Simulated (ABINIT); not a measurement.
# CdS (Hawleyite): G0W0 with ABINIT, start to end, part 2 of 3

Wanted: ground state, empty states, screening and self-energy for CdS (Hawleyite).

ABINIT 10.8.3; PBE and many-body steps on it, plane waves. Known limits of the many-body steps: short of the basis limit; no spin-orbit coupling; coarse k mesh.

So far. Step 2 (Ground state): The gap is direct, at Γ.

**3. Bands along the symmetry lines**

Level of this step: DFT, PBE, plane waves, norm-conserving pseudopotentials (ABINIT).

The cheap functional maps the bands first; the places of the edges decide which points the dearer methods must see.

The input, run.abi:

```
acell 3*1.0 Angstrom
rprim 
  -0.000000000000 2.916500000000 2.916500000000
  2.916500000000 -0.000000000000 2.916500000000
  2.916500000000 2.916500000000 -0.000000000000
ntypat 2
znucl 48 16
natom 2
typat 1 2
xred 
  0.000000000000 0.000000000000 0.000000000000
  0.250000000000 0.250000000000 0.250000000000
pp_dirpath "pseudos"
pseudos "Cd.upf, S.upf"
ecut 47
iscf -2
irdden 1
kptopt 0
nkpt 50
kpt 
  0.00000000 0.00000000 0.00000000
  -0.06250000 -0.06250000 0.00000000
  -0.12500000 -0.12500000 0.00000000
  -0.18750000 -0.18750000 0.00000000
  -0.25000000 -0.25000000 0.00000000
  -0.31250000 -0.31250000 0.00000000
  -0.37500000 -0.37500000 0.00000000
  -0.43750000 -0.43750000 0.00000000
  -0.50000000 -0.50000000 0.00000000
  -0.48437500 -0.48437500 0.03125000
  -0.46875000 -0.46875000 0.06250000
  -0.45312500 -0.45312500 0.09375000
  -0.43750000 -0.43750000 0.12500000
  -0.42187500 -0.42187500 0.15625000
  -0.40625000 -0.40625000 0.18750000
  -0.39062500 -0.39062500 0.21875000
  -0.37500000 -0.37500000 0.25000000
  -0.37500000 0.00000000 0.37500000
  -0.32812500 0.00000000 0.32812500
  -0.28125000 0.00000000 0.28125000
  -0.23437500 0.00000000 0.23437500
  -0.18750000 0.00000000 0.18750000
  -0.14062500 0.00000000 0.14062500
  -0.09375000 0.00000000 0.09375000
  -0.04687500 0.00000000 0.04687500
  0.00000000 0.00000000 0.00000000
  0.00000000 0.00000000 0.06250000
  0.00000000 0.00000000 0.12500000
  0.00000000 0.00000000 0.18750000
  0.00000000 0.00000000 0.25000000
  0.00000000 0.00000000 0.31250000
  0.00000000 0.00000000 0.37500000
  0.00000000 0.00000000 0.43750000
  0.00000000 0.00000000 0.50000000
  -0.06250000 -0.03125000 0.46875000
  -0.12500000 -0.06250000 0.43750000
  -0.18750000 -0.09375000 0.40625000
  -0.25000000 -0.12500000 0.37500000
  -0.31250000 -0.15625000 0.34375000
  -0.37500000 -0.18750000 0.31250000
  -0.43750000 -0.21875000 0.28125000
  -0.50000000 -0.25000000 0.25000000
  -0.50000000 -0.28125000 0.21875000
  -0.50000000 -0.31250000 0.18750000
  -0.50000000 -0.34375000 0.15625000
  -0.50000000 -0.37500000 0.12500000
  -0.50000000 -0.40625000 0.09375000
  -0.50000000 -0.43750000 0.06250000
  -0.50000000 -0.46875000 0.03125000
  -0.50000000 -0.50000000 0.00000000
istwfk *1
nband 20
nbdbuf 2
tolwfr 1e-08
nstep 40
prtwf 0
prtvol 0
indata_prefix "in"
outdata_prefix "out"
tmpdata_prefix "tmp"
```

On the command line:

```console
$ OMP_NUM_THREADS=1 mpirun -n 4 abinit run.abi > log
```

Standard output:

```text
.Version 10.8.3 of ABINIT. v10.8.2 released Aug 2026.

 Symmetries : space group F-4 3 m (#216); Bravais cF (face-center cubic)
[... echo of the input left out ...]
== DATASET  1 ==================================================================
-   mpi_nproc: 4, omp_nthreads: 1 (-1 if OMP is not activated)

--- !DatasetInfo
iteration_state: {dtset: 1, }
dimensions: {natom: 2, nkpt: 50, mband: 20, nsppol: 1, nspinor: 1, nspden: 1, mpw: 5180, }
cutoff_energies: {ecut:  47.0, pawecutdg:  -1.0, }
electrons: {nelect:   2.60000000E+01, charge:   0.00000000E+00, occopt:   1.00000000E+00, tsmear:   1.00000000E-02, }

 Real(R)+Recip(G) space primitive vectors, cartesian coordinates (Bohr,Bohr^-1):
 R(1)=  0.0000000  5.5113862  5.5113862  G(1)= -0.0907213  0.0907213  0.0907213
 R(2)=  5.5113862  0.0000000  5.5113862  G(2)=  0.0907213 -0.0907213  0.0907213
 R(3)=  5.5113862  5.5113862  0.0000000  G(3)=  0.0907213  0.0907213 -0.0907213
 Unit cell volume ucvol=  3.3482088E+02 bohr^3
 Angles (23,13,12)=  6.00000000E+01  6.00000000E+01  6.00000000E+01 degrees

 getcut: wavevector=  0.0000  0.0000  0.0000  ngfft=  50  50  50
         ecut(hartree)=     47.000   => boxcut(ratio)=   2.07948

--- Pseudopotential description ------------------------------------------------
- Cd Generated using ONCVPSP code by D. R. Hamann
- 48.00000  20.00000  171031                  znucl, zion, pspdat
12 -101130 2 -1 1368                          pspcod,pspxc,lmax,lloc,mmax
     nproj     2     2     2
  pspatm : epsatm=   23.16453630
         --- l  ekb(1:nproj) -->
             0   51.917189    3.534234
             1    8.636196    1.282240
             2    0.687672   -0.678465
 pspatm: atomic psp has been read  and splines computed

- S Generated using ONCVPSP code by D. R. Hamann
- 16.00000   6.00000  171031                  znucl, zion, pspdat
12 -101130 2 -1 1146                          pspcod,pspxc,lmax,lloc,mmax
     nproj     2     2     2
  pspatm : epsatm=    9.01821529
         --- l  ekb(1:nproj) -->
[...]
pspatm: atomic psp has been read  and splines computed

--------------------------------------------------------------------------------

================================================================================
 prteigrs : about to open file out_EIG
 Non-SCF case, kpt    1 (  0.00000  0.00000  0.00000), residuals and eigenvalues=
  2.71E-09  8.13E-10  6.41E-09  9.42E-09  9.50E-09  1.53E-09  2.58E-09  6.69E-09
  1.68E-09  7.04E-09  1.61E-09  3.16E-09  8.68E-09  4.34E-09  2.24E-09  2.33E-09
  3.32E-09  9.32E-09  1.44E-08  6.84E-09
 -3.5644E+00 -2.1335E+00 -2.1335E+00 -2.1335E+00 -2.9393E-01 -1.2336E-01
 -1.2336E-01 -1.2336E-01 -1.0576E-01 -1.0576E-01  1.6045E-01  1.6045E-01
  1.6045E-01  2.0252E-01  4.0047E-01  4.0047E-01  4.0047E-01  5.7871E-01
  5.7871E-01  5.8125E-01
 Non-SCF case, kpt    2 ( -0.06250 -0.06250  0.00000), residuals and eigenvalues=
[...]
8.63E-09  9.21E-09  5.08E-07  7.14E-09
[...]
5.7949E-01  5.9359E-01
 Non-SCF case, kpt    3 ( -0.12500 -0.12500  0.00000), residuals and eigenvalues=
[...]
9.82E-09  5.91E-09  7.00E-07  2.45E-05
[...]
5.8178E-01  6.2573E-01
[...]
Non-SCF case, kpt   49 ( -0.50000 -0.46875  0.03125), residuals and eigenvalues=
[...]
6.0945E-01  6.4764E-01
 Non-SCF case, kpt   50 ( -0.50000 -0.50000  0.00000), residuals and eigenvalues=
[...]
-1.1053E-01 -1.1053E-01 -1.0256E-01 -8.9412E-02  1.5419E-02  9.1543E-02
  9.1543E-02  2.9122E-01  3.2049E-01  4.9848E-01  5.5635E-01  5.5635E-01
  6.0497E-01  6.4777E-01

--- !ResultsGS
iteration_state: {dtset: 1, }
comment   : Summary of ground state results
lattice_vectors:
- [ -0.0000000,   5.5113862,   5.5113862, ]
- [  5.5113862,  -0.0000000,   5.5113862, ]
- [  5.5113862,   5.5113862,  -0.0000000, ]
lattice_lengths: [   7.79428,    7.79428,    7.79428, ]
lattice_angles: [ 60.000,  60.000,  60.000, ] # degrees, (23, 13, 12)
lattice_volume:   3.3482088E+02
convergence: {deltae:  0.000E+00, res2:  0.000E+00, residm:  9.999E-09, diffor:  0.000E+00, }
etotal    :  -1.86417562E+02
entropy   :   0.00000000E+00
fermie    :   1.60449132E-01
cartesian_stress_tensor: null
pressure_GPa: null
xred      :
- [  0.0000E+00,   0.0000E+00,   0.0000E+00, Cd]
- [  2.5000E-01,   2.5000E-01,   2.5000E-01,  S]
cartesian_forces: null
force_length_stats: {min: null, max: null, mean: null, }

 Integrated electronic density in atomic spheres:
 ------------------------------------------------
 Atom  Sphere_radius  Integrated_density
[...]
================================================================================

 ----iterations are completed or convergence reached----

 Mean square residual over all n,k,spin=   49.830E-10; max=  99.989E-10
 reduced coordinates (array xred) for    2 atoms
       0.000000      0.000000      0.000000
       0.250000      0.250000      0.250000

 cartesian coordinates (angstrom) at end:
[...]
length scales=  1.889726  1.889726  1.889726 bohr
              =  1.000000  1.000000  1.000000 angstroms
 prteigrs : about to open file out_EIG
 Eigenvalues (hartree) for nkpt=  50  k points:
 kpt#   1, nband= 20, wtk=  1.00000, kpt=  0.0000  0.0000  0.0000 (reduced coord)
[...]
kpt#   2, nband= 20, wtk=  1.00000, kpt= -0.0625 -0.0625  0.0000 (reduced coord)
[...]
kpt#   3, nband= 20, wtk=  1.00000, kpt= -0.1250 -0.1250  0.0000 (reduced coord)
[...]
kpt#  49, nband= 20, wtk=  1.00000, kpt= -0.5000 -0.4687  0.0313 (reduced coord)
[...]
0.54874    0.55682    0.60945    0.64764
 kpt#  50, nband= 20, wtk=  1.00000, kpt= -0.5000 -0.5000  0.0000 (reduced coord)
  -3.56438   -2.13353   -2.13352   -2.13352   -0.27338   -0.11552   -0.11053   -0.11053
  -0.10256   -0.08941    0.01542    0.09154    0.09154    0.29122    0.32049    0.49848
   0.55635    0.55635    0.60497    0.64777

== END DATASET(S) ==============================================================
================================================================================

 -outvars: echo values of variables after computation  --------
            nband          20
             nkpt          50
          spgroup         216
 [... the other variables as echoed above ...]

 Calculation completed.
```

It took 58 s on 4 MPI ranks of Arm Neoverse N1, shared host; peak memory 0.35 GiB.

This step gave:

```
gap                        : 1.145 eV
k of the valence top       : 0, 0, 0
k of the conduction bottom : 0, 0, 0
least direct gap           : 1.145 eV
```

The gap is 1.145 eV, as in the run before at this level.

Electronic bands along the path, in eV, zero at the top of the highest filled band:

| point | band 10 | band 11 | band 12 | band 13 | band 14 | band 15 | band 16 | band 17 |
| --- | --- | --- | --- | --- | --- | --- | --- | --- |
| Γ | -7.24 | 0.00 | 0.00 | 0.00 | 1.14 | 6.53 | 6.53 | 6.53 |
| halfway | -7.20 | -2.31 | -1.02 | -1.02 | 3.59 | 4.82 | 8.12 | 8.12 |
| X | -6.80 | -3.95 | -1.88 | -1.88 | 3.56 | 4.35 | 9.20 | 10.77 |
| halfway | -6.74 | -3.94 | -2.15 | -1.78 | 3.85 | 4.66 | 8.94 | 10.01 |
| U | -6.67 | -3.93 | -2.53 | -1.52 | 4.24 | 5.45 | 8.48 | 9.01 |
| jump to K | -6.67 | -3.93 | -2.53 | -1.52 | 4.24 | 5.45 | 8.48 | 9.01 |
| halfway | -7.19 | -2.75 | -1.36 | -0.42 | 3.61 | 6.10 | 6.75 | 7.27 |
| Γ | -7.24 | 0.00 | 0.00 | 0.00 | 1.14 | 6.53 | 6.53 | 6.53 |
| halfway | -7.24 | -2.49 | -0.40 | -0.40 | 2.78 | 6.28 | 7.03 | 7.03 |
| L | -6.86 | -4.39 | -0.75 | -0.75 | 3.01 | 7.00 | 7.00 | 7.46 |
| halfway | -6.75 | -4.11 | -1.93 | -1.22 | 4.38 | 5.81 | 7.21 | 8.35 |
| W | -6.61 | -3.89 | -2.26 | -2.18 | 5.42 | 5.43 | 7.23 | 8.04 |
| halfway | -6.70 | -3.92 | -2.08 | -2.03 | 4.26 | 4.83 | 8.67 | 8.94 |
| X | -6.80 | -3.95 | -1.88 | -1.88 | 3.56 | 4.35 | 9.20 | 10.77 |

**4. Empty states on the mesh, 4×4×4 mesh, 51 bands**

The sums over transitions need many empty states on a uniform mesh; this step solves for them.

The input, run.abi:

```
acell 3*1.0 Angstrom
rprim 
  -0.000000000000 2.916500000000 2.916500000000
  2.916500000000 -0.000000000000 2.916500000000
  2.916500000000 2.916500000000 -0.000000000000
ntypat 2
znucl 48 16
natom 2
typat 1 2
xred 
  0.000000000000 0.000000000000 0.000000000000
  0.250000000000 0.250000000000 0.250000000000
pp_dirpath "pseudos"
pseudos "Cd.upf, S.upf"
ecut 47
ngkpt 4 4 4
nshiftk 1
shiftk 0 0 0
kptopt 1
chksymbreak 0
iscf -2
irdden 1
istwfk *1
nband 51
nbdbuf 4
tolwfr 1e-09
nstep 60
prtvol 0
indata_prefix "in"
outdata_prefix "out"
tmpdata_prefix "tmp"
```

Standard output:

```text
.Version 10.8.3 of ABINIT. v10.8.2 released Aug 2026.

 Symmetries : space group F-4 3 m (#216); Bravais cF (face-center cubic)
[... echo of the input left out ...]
== DATASET  1 ==================================================================
-   mpi_nproc: 4, omp_nthreads: 1 (-1 if OMP is not activated)

--- !DatasetInfo
iteration_state: {dtset: 1, }
dimensions: {natom: 2, nkpt: 8, mband: 51, nsppol: 1, nspinor: 1, nspden: 1, mpw: 5180, }
cutoff_energies: {ecut:  47.0, pawecutdg:  -1.0, }
electrons: {nelect:   2.60000000E+01, charge:   0.00000000E+00, occopt:   1.00000000E+00, tsmear:   1.00000000E-02, }

 Real(R)+Recip(G) space primitive vectors, cartesian coordinates (Bohr,Bohr^-1):
 R(1)=  0.0000000  5.5113862  5.5113862  G(1)= -0.0907213  0.0907213  0.0907213
 R(2)=  5.5113862  0.0000000  5.5113862  G(2)=  0.0907213 -0.0907213  0.0907213
 R(3)=  5.5113862  5.5113862  0.0000000  G(3)=  0.0907213  0.0907213 -0.0907213
 Unit cell volume ucvol=  3.3482088E+02 bohr^3
 Angles (23,13,12)=  6.00000000E+01  6.00000000E+01  6.00000000E+01 degrees

 getcut: wavevector=  0.0000  0.0000  0.0000  ngfft=  50  50  50
         ecut(hartree)=     47.000   => boxcut(ratio)=   2.07948

--- Pseudopotential description ------------------------------------------------
- Cd Generated using ONCVPSP code by D. R. Hamann
- 48.00000  20.00000  171031                  znucl, zion, pspdat
12 -101130 2 -1 1368                          pspcod,pspxc,lmax,lloc,mmax
     nproj     2     2     2
  pspatm : epsatm=   23.16453630
         --- l  ekb(1:nproj) -->
             0   51.917189    3.534234
             1    8.636196    1.282240
             2    0.687672   -0.678465
 pspatm: atomic psp has been read  and splines computed

- S Generated using ONCVPSP code by D. R. Hamann
- 16.00000   6.00000  171031                  znucl, zion, pspdat
12 -101130 2 -1 1146                          pspcod,pspxc,lmax,lloc,mmax
     nproj     2     2     2
  pspatm : epsatm=    9.01821529
         --- l  ekb(1:nproj) -->
[...]
pspatm: atomic psp has been read  and splines computed

--------------------------------------------------------------------------------

================================================================================
 prteigrs : about to open file out_EIG
 Non-SCF case, kpt    1 (  0.00000  0.00000  0.00000), residuals and eigenvalues=
  4.07E-10  1.99E-10  2.37E-10  4.00E-10  5.69E-10  7.84E-11  2.72E-10  7.40E-10
  2.32E-10  6.84E-10  3.70E-10  4.69E-10  6.67E-10  3.85E-10  2.29E-10  7.04E-10
  5.61E-10  3.96E-10  6.27E-10  8.23E-10  4.71E-10  4.69E-10  3.97E-10  6.99E-10
[...]
-3.5644E+00 -2.1335E+00 -2.1335E+00 -2.1335E+00 -2.9393E-01 -1.2336E-01
 -1.2336E-01 -1.2336E-01 -1.0576E-01 -1.0576E-01  1.6045E-01  1.6045E-01
  1.6045E-01  2.0252E-01  4.0047E-01  4.0047E-01  4.0047E-01  5.7871E-01
[...]
1.4562E+00  1.4562E+00  1.4987E+00  1.4987E+00  1.4987E+00  1.5132E+00
  1.6106E+00  1.6106E+00  1.6106E+00  1.6428E+00  1.6428E+00  1.6428E+00
[...]
prteigrs : prtvol=0 or 1, do not print more k-points.

--- !ResultsGS
iteration_state: {dtset: 1, }
comment   : Summary of ground state results
lattice_vectors:
- [ -0.0000000,   5.5113862,   5.5113862, ]
- [  5.5113862,  -0.0000000,   5.5113862, ]
- [  5.5113862,   5.5113862,  -0.0000000, ]
lattice_lengths: [   7.79428,    7.79428,    7.79428, ]
lattice_angles: [ 60.000,  60.000,  60.000, ] # degrees, (23, 13, 12)
lattice_volume:   3.3482088E+02
convergence: {deltae:  0.000E+00, res2:  0.000E+00, residm:  9.865E-10, diffor:  0.000E+00, }
etotal    :  -1.86417562E+02
entropy   :   0.00000000E+00
fermie    :   1.60449132E-01
cartesian_stress_tensor: null
pressure_GPa: null
xred      :
- [  0.0000E+00,   0.0000E+00,   0.0000E+00, Cd]
- [  2.5000E-01,   2.5000E-01,   2.5000E-01,  S]
cartesian_forces: null
force_length_stats: {min: null, max: null, mean: null, }

 Integrated electronic density in atomic spheres:
 ------------------------------------------------
 Atom  Sphere_radius  Integrated_density
[...]
================================================================================

 ----iterations are completed or convergence reached----

 Mean square residual over all n,k,spin=   44.917E-11; max=  98.647E-11
 reduced coordinates (array xred) for    2 atoms
[...]
0.250000      0.250000      0.250000

 cartesian coordinates (angstrom) at end:
    1      0.000000     0.000000     0.000000
    2      1.458250     1.458250     1.458250
 length scales=  1.889726  1.889726  1.889726 bohr
              =  1.000000  1.000000  1.000000 angstroms
 prteigrs : about to open file out_EIG
 Eigenvalues (hartree) for nkpt=   8  k points:
 kpt#   1, nband= 51, wtk=  0.01563, kpt=  0.0000  0.0000  0.0000 (reduced coord)
[...]
1.13906    1.13906    1.13906    1.40704    1.45615    1.45615    1.49870    1.49870
   1.49870    1.51317    1.61064    1.61064    1.61064    1.64280    1.64280    1.64280
   1.66692    1.66693    1.66693
 prteigrs : prtvol=0 or 1, do not print more k-points.

== END DATASET(S) ==============================================================
================================================================================

 -outvars: echo values of variables after computation  --------
            nband          51
             nkpt           8
          spgroup         216
 [... the other variables as echoed above ...]

 Calculation completed.
```

Elapsed: 36 s, on 4 MPI ranks; peak memory 0.31 GiB.

This step gave:

```yaml
gap: 1.145 eV
k_of_the_valence_top: 0, 0, 0
k_of_the_conduction_bottom: 0, 0, 0
least_direct_gap: 1.145 eV
k_points_computed: 8
lowest_point_of_the_top_converged_band_above_the_valence_top: 38.48 eV
```

On this mesh the gap is 1.145 eV.

**5. Screening, 4×4×4 mesh, 47 bands, screening to 98 eV**

The RPA dielectric matrix is built and inverted for each q.

This step: RPA screening on PBE, plane waves, norm-conserving pseudopotentials.

run.abi: that of step 4 with these lines changed.

```diff
@@ -20,10 +20,11 @@
 chksymbreak 0
-iscf -2
-irdden 1
 istwfk *1
-nband 51
-nbdbuf 4
-tolwfr 1e-09
-nstep 60
-prtvol 0
+occopt 1
+irdwfk 1
+optdriver 3
+nband 47
+ecuteps 3.6
+inclvkb 2
+awtr 1
+symchi 1
 indata_prefix "in"
```

Standard output:

```text
.Version 10.8.3 of ABINIT. v10.8.2 released Aug 2026.

 Symmetries : space group F-4 3 m (#216); Bravais cF (face-center cubic)
[... echo of the input left out ...]
== DATASET  1 ==================================================================
-   mpi_nproc: 4, omp_nthreads: 1 (-1 if OMP is not activated)

--- !DatasetInfo
iteration_state: {dtset: 1, }
dimensions: {natom: 2, nkpt: 8, mband: 47, nsppol: 1, nspinor: 1, nspden: 1, mpw: 5180, }
cutoff_energies: {ecut:  47.0, pawecutdg:  -1.0, }
electrons: {nelect:   2.60000000E+01, charge:   0.00000000E+00, occopt:   1.00000000E+00, tsmear:   1.00000000E-02, }

 SCREENING: Calculation of the susceptibility and dielectric matrices

 Based on a program developped by R.W. Godby, V. Olevano, G. Onida, and L. Reining.
 Incorporated in ABINIT by V. Olevano, G.-M. Rignanese, and M. Torrent.
.Using double precision arithmetic ; gwpc =  8

[... cell and pseudopotentials left out ...]
--------------------------------------------------------------------------------

 ==== K-mesh for the wavefunctions ====
 Number of points in the irreducible wedge :     8
[... list of points left out ...]
 Together with 24 symmetry operations and time-reversal symmetry
 yields    64 points in the full Brillouin Zone.

 ==== Q-mesh for the screening function ====
 Number of points in the irreducible wedge :     8
[... list of points left out ...]
 Together with 24 symmetry operations and time-reversal symmetry
 yields    64 points in the full Brillouin Zone.

 setmesh: FFT mesh size selected  =    32x   32x   32
          total number of points  =        32768

 vcoul_init : cutoff-mode = AUXILIARY_FUNCTION
 q-points for optical limit:   1
     1)      0.000010    0.000020    0.000030

- screening: taking advantage of time-reversal symmetry
- Maximum band index for partially occupied states nbvw = 13
- Remaining bands to be divided among processors   nbcw = 34
- Number of bands treated by each node ~8

 Number of electrons calculated from density =   26.0000; Expected =   26.0000
 average of density, n =  0.077653
 r_s =    1.4541
 omega_plasma =   26.8804 [eV]

 calculating chi0 at frequencies [eV] :
  1    0.000000E+00    0.000000E+00
  2    0.000000E+00    2.688042E+01

--------------------------------------------------------------------------------
  q-point number  1        q = ( 0.000000, 0.000000, 0.000000) [r.l.u.]
--------------------------------------------------------------------------------
[... chi0 elements left out ...]
 For q-point:  0.000010 0.000020 0.000030
  dielectric constant =  11.0416
  dielectric constant without local fields =  11.7271

  Average fulfillment of the sum rule on Im[epsilon] for q-point    1 :     35.11  [%]
[... wings left out ...]
  q-point number  2        q = ( 0.250000, 0.000000, 0.000000) [r.l.u.]
--------------------------------------------------------------------------------
[... chi0 elements left out ...]
  Average fulfillment of the sum rule on Im[epsilon] for q-point    2 :     49.95  [%]

 [... 6 further q-points ...]
```

The job ended after 36 s (4 MPI ranks; peak memory 0.76 GiB; 2.3 min of CPU time).

This step gave:

* ε∞ with local fields, on this mesh: 11.04
* ε∞ without local fields, on this mesh: 11.73
* plasma frequency: 26.88 eV
* plane waves in the screening matrix: 113

Local fields lower ε∞ by 6 %. On a Γ-centred mesh this coarse the value itself is usually too large, while a short band sum pulls it down.

(Continued in part 3 of 3.)

[Long decimals in the printed logs are rounded to 6 places.]

[Logs are printed without paths, hosts, clocks, repeated set-up lines and the standing remarks that a program may print on its own settings, such as how far it seeks lower states.]

[Paths, hosts, dates, memory and timing lines, banners, echoed tables and standing remarks are left out of the program output; an Ansatz launch command may be rebuilt from the run's recorded settings. Measured values are a selection of at most five: reports struck by readers or far from the other reports are left out. None is set beside runs whose start may be inverted or whose files or cutoffs have a known fault.]

[Runs of the session that timed out or met a known fault of the program may be left out.]

[Hosts, paths, dates, database ids (printed as entryN), source tags and the programs' standing remarks are cut or masked in the printed files.]

[G0W0 gaps are taken among the corrected bands and points alone; a level outside them can change the order at an edge.]

[Where Ansatz stands beside ABINIT at settings called matched, ABINIT's density can come from a denser mesh and the files from another edition; pairs whose starting gaps differed by over 0.03 eV were left out, so agreement reads better than it is.]
